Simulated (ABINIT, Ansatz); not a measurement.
# CaC2 (Pnnm): G0W0 on several meshes in ABINIT

How does the mesh move the gap of CaC2 (Pnnm)?

Main program and level: ABINIT 10.8.3; PBEsol and many-body steps on it, plane waves.

Most raw output is cut from this account.

## Step 1: The structure

The structure is orthorhombic, space group Pnnm (No. 58). Conventional cell: a = 4.407 Å, b = 5.904 Å, c = 3.897 Å, α = 90.00°, β = 90.00°, γ = 90.00°. Ca has 6 C at 2.62 Å nearest. Nearest to C lie 1 C at 1.26 Å and 3 Ca at 2.62 Å. Farther neighbours are not listed.

The cell and positions are those that the Materials Project relaxed with its own functionals (PBE, PBE+U or r2SCAN), kept fixed.

## Step 2: Empty states on the mesh, 4×2×4 mesh, 272 bands

This step: ABINIT 10.8.3; DFT, PBEsol, plane waves, norm-conserving pseudopotentials.

The sums over transitions need many empty states on a uniform mesh; this step solves for them.

File run.abi:

```
acell 3*1.0 Angstrom
rprim 
  4.407233000000 0.000000000000 0.000000000000
  0.000000000000 5.904349000000 0.000000000000
  0.000000000000 0.000000000000 3.897343000000
ntypat 2
znucl 20 6
natom 6
typat 1 1 2 2 2 2
xred 
  -0.000000000000 -0.000000000000 0.000000000000
  0.500000000000 0.500000000000 0.500000000000
  0.886657000000 0.564468000000 0.000000000000
  0.613343000000 0.064468000000 0.500000000000
  0.386657000000 0.935532000000 0.500000000000
  0.113343000000 0.435532000000 0.000000000000
pp_dirpath "pseudos"
pseudos "Ca.upf, C.upf"
ecut 37
ngkpt 4 2 4
nshiftk 1
shiftk 0 0 0
kptopt 1
chksymbreak 0
iscf -2
irdden 1
istwfk *1
nband 272
nbdbuf 24
tolwfr 1e-09
nstep 60
prtvol 0
indata_prefix "in"
outdata_prefix "out"
tmpdata_prefix "tmp"
```

Command:

```console
OMP_NUM_THREADS=1 mpirun -n 8 abinit run.abi > log
```

Run time: 8.6 min. Hardware: 8 MPI ranks of Intel Xeon Platinum 8375C at 2.90GHz (Ice Lake), shared host; peak memory 1.3 GiB.

This step gave:

```yaml
gap: 2.775 eV
k_of_the_valence_top: 0.5, 0, 0
k_of_the_conduction_bottom: 0, 0, 0
least_direct_gap: 3.126 eV
k_points_computed: 18
lowest_point_of_the_top_converged_band_above_the_valence_top: 90.0678 eV
```

On this mesh the gap is 2.775 eV.

The density comes from a self-consistent run that is not shown.

## Step 3: Screening, 4×2×4 mesh, 111 bands, screening to 141.5 eV

The RPA dielectric matrix is built and inverted for each q.

This step: RPA screening on PBEsol, plane waves, norm-conserving pseudopotentials.

Changes to run.abi since step 2:

```diff
@@ -24,10 +24,11 @@
 chksymbreak 0
-iscf -2
-irdden 1
 istwfk *1
-nband 272
-nbdbuf 24
-tolwfr 1e-09
-nstep 60
-prtvol 0
+occopt 1
+irdwfk 1
+optdriver 3
+nband 111
+ecuteps 5.2
+inclvkb 2
+awtr 1
+symchi 1
 indata_prefix "in"
```

Wall time 4.9 min (8 MPI ranks); peak memory 5.4 GiB; 39 min of CPU time.

Numbers from this step:

* ε∞ with local fields, on this mesh, along the program's q direction: 3.401
* the same without local fields: 4.008
* plasma frequency: 22.12 eV
* plane waves in the screening matrix: 397

Local fields lower ε∞ by 15 %. On a Γ-centred mesh this coarse the value itself is usually too large, while a short band sum pulls it down.

## Step 4: 4×2×4

The self-energy is evaluated for the states that the input lists, and the levels follow from it, in one-shot runs by the linearised quasiparticle equation.

This step: G0W0 on PBEsol, plane waves, norm-conserving pseudopotentials.

Changes to run.abi since step 3:

```diff
@@ -27,8 +27,17 @@
 irdwfk 1
-optdriver 3
+optdriver 4
 nband 111
+gwcalctyp 0
+ecutsigx 37
+symsigma 1
+nkptgw 2
+kptgw 
+  0.5000000000 0.0000000000 0.0000000000
+  0.0000000000 0.0000000000 0.0000000000
+bdgw 
+  17 20
+  17 20
 ecuteps 5.2
-inclvkb 2
-awtr 1
-symchi 1
+irdscr 1
+ppmodel 1
 indata_prefix "in"
```

It took 33 s on 8 MPI ranks; peak memory 4.3 GiB.

This step gave:

```yaml
g0w0_gap_on_the_points_computed: 4.836 eV
starting_gap_on_the_mesh: 2.775 eV
k_of_the_valence_top: 0.5, 0, 0
k_of_the_conduction_bottom: 0, 0, 0
z_at_the_valence_top: 0.778
z_at_the_conduction_bottom: 0.818
least_direct_g0w0_gap_on_the_computed_points: 5.275 eV
```

The gap on the mesh goes from 2.78 eV to 4.84 eV, a correction of +2.06 eV.

## Step 5: Empty states on the mesh, 2×2×2 mesh, 121 bands

This step: DFT, PBEsol, plane waves, norm-conserving pseudopotentials.

Changes to run.abi since step 4:

```diff
@@ -19,3 +19,3 @@
 ecut 37
-ngkpt 4 2 4
+ngkpt 2 2 2
 nshiftk 1
@@ -24,20 +24,10 @@
 chksymbreak 0
+iscf -2
+irdden 1
 istwfk *1
-occopt 1
-irdwfk 1
-optdriver 4
-nband 111
-gwcalctyp 0
-ecutsigx 37
-symsigma 1
-nkptgw 2
-kptgw 
-  0.5000000000 0.0000000000 0.0000000000
-  0.0000000000 0.0000000000 0.0000000000
-bdgw 
-  17 20
-  17 20
-ecuteps 5.2
-irdscr 1
-ppmodel 1
+nband 121
+nbdbuf 10
+tolwfr 1e-09
+nstep 60
+prtvol 0
 indata_prefix "in"
```

The job ended after 59 s (8 MPI ranks; peak memory 0.8 GiB; 7.9 min of CPU time).

This step gave:

* gap: 2.775 eV
* k of the valence top: 0.5, 0, 0
* k of the conduction bottom: 0, 0, 0
* least direct gap: 3.126 eV
* k points computed: 8
* lowest point of the top converged band, above the valence top: 46.84 eV

On this mesh the gap is 2.775 eV.

## Step 6: Screening, 2×2×2 mesh, 111 bands, screening to 141.5 eV

This step: RPA screening on PBEsol, plane waves, norm-conserving pseudopotentials.

Changes to run.abi since step 5:

```diff
@@ -24,10 +24,11 @@
 chksymbreak 0
-iscf -2
-irdden 1
 istwfk *1
-nband 121
-nbdbuf 10
-tolwfr 1e-09
-nstep 60
-prtvol 0
+occopt 1
+irdwfk 1
+optdriver 3
+nband 111
+ecuteps 5.2
+inclvkb 2
+awtr 1
+symchi 1
 indata_prefix "in"
```

Run time: 51 s. Hardware: 8 MPI ranks; peak memory 2.7 GiB.

This step gave:

| Quantity | Value |
| --- | --- |
| ε∞ with local fields, on this mesh, along the program's q direction | 3.687 |
| the same without local fields | 4.362 |
| plasma frequency | 22.12 eV |
| plane waves in the screening matrix | 397 |

## Step 7: 2×2×2

This step: G0W0 on PBEsol, plane waves, norm-conserving pseudopotentials.

Changes to run.abi since step 6:

```diff
@@ -27,8 +27,17 @@
 irdwfk 1
-optdriver 3
+optdriver 4
 nband 111
+gwcalctyp 0
+ecutsigx 37
+symsigma 1
+nkptgw 2
+kptgw 
+  0.5000000000 0.0000000000 0.0000000000
+  0.0000000000 0.0000000000 0.0000000000
+bdgw 
+  17 20
+  17 20
 ecuteps 5.2
-inclvkb 2
-awtr 1
-symchi 1
+irdscr 1
+ppmodel 1
 indata_prefix "in"
```

Run time: 20 s. Hardware: 8 MPI ranks; peak memory 2.3 GiB.

Numbers from this step:

- G0W0 gap on the points computed: 4.724 eV
- starting gap on the mesh: 2.775 eV
- k of the valence top: 0.5, 0, 0
- k of the conduction bottom: 0, 0, 0
- Z at the valence top: 0.781
- Z at the conduction bottom: 0.82
- least direct G0W0 gap on the computed points: 5.215 eV

Against G0W0 in ABINIT (4×2×4 mesh, 111 bands, screening to 141.5 eV, Godby-Needs plasmon pole), the gap moves by −0.112 eV.

## Step 8: The runs together

Times are wall times on 8 MPI ranks of Intel Xeon Platinum 8375C at 2.90GHz (Ice Lake), shared host, good to a factor of about two. A run's time includes the screening step that it read.

```tsv
run	mesh	bands	screening cutoff (eV)	DFT gap (eV)	gap on the mesh (eV)	direct (eV)	ε∞ used	time
4×2×4	4×2×4	111	141.5	2.775	4.836	5.275	3.40	5.5 min
2×2×2	2×2×2	111	141.5	2.775	4.724	5.215	3.69	70 s
```

## Step 9: Results

| Item | Value |
| --- | --- |
| 4×2×4 | 4.836 eV |
| 2×2×2 | 4.724 eV |
| known limits | not at the basis limit; coarse k mesh |

2×2×2: −0.112 eV against 4×2×4. Bands and cutoff are finite, so the gap is not at the basis limit. The miss can reach some tenths of an eV and take either sign; the mesh is an error of its own. In the G0W0 runs levels were corrected at 2 k points alone, so a gap called «on the mesh» is the least over those, and an edge elsewhere would be missed. The 4×2×4 mesh is coarse for this cell, which bears on the long-range parts of exchange and screening.

[Paths, hosts, dates, memory and timing lines, banners, echoed tables and standing remarks are left out of the program output.]

[Logs are printed without paths, hosts, clocks, repeated set-up lines and the standing remarks that a program may print on its own settings, such as how far it seeks lower states.]

[Runs of the session that timed out or met a known fault of the program may be left out.]

[Hosts, paths, dates, database ids (printed as entryN), source tags and the programs' standing remarks are cut or masked in the printed files.]

[G0W0 gaps are taken among the corrected bands and points alone; a level outside them can change the order at an edge.]

[Where Ansatz stands beside ABINIT at settings called matched, ABINIT's density can come from a denser mesh and the files from another edition; pairs whose starting gaps differed by over 0.03 eV were left out, so agreement reads better than it is.]
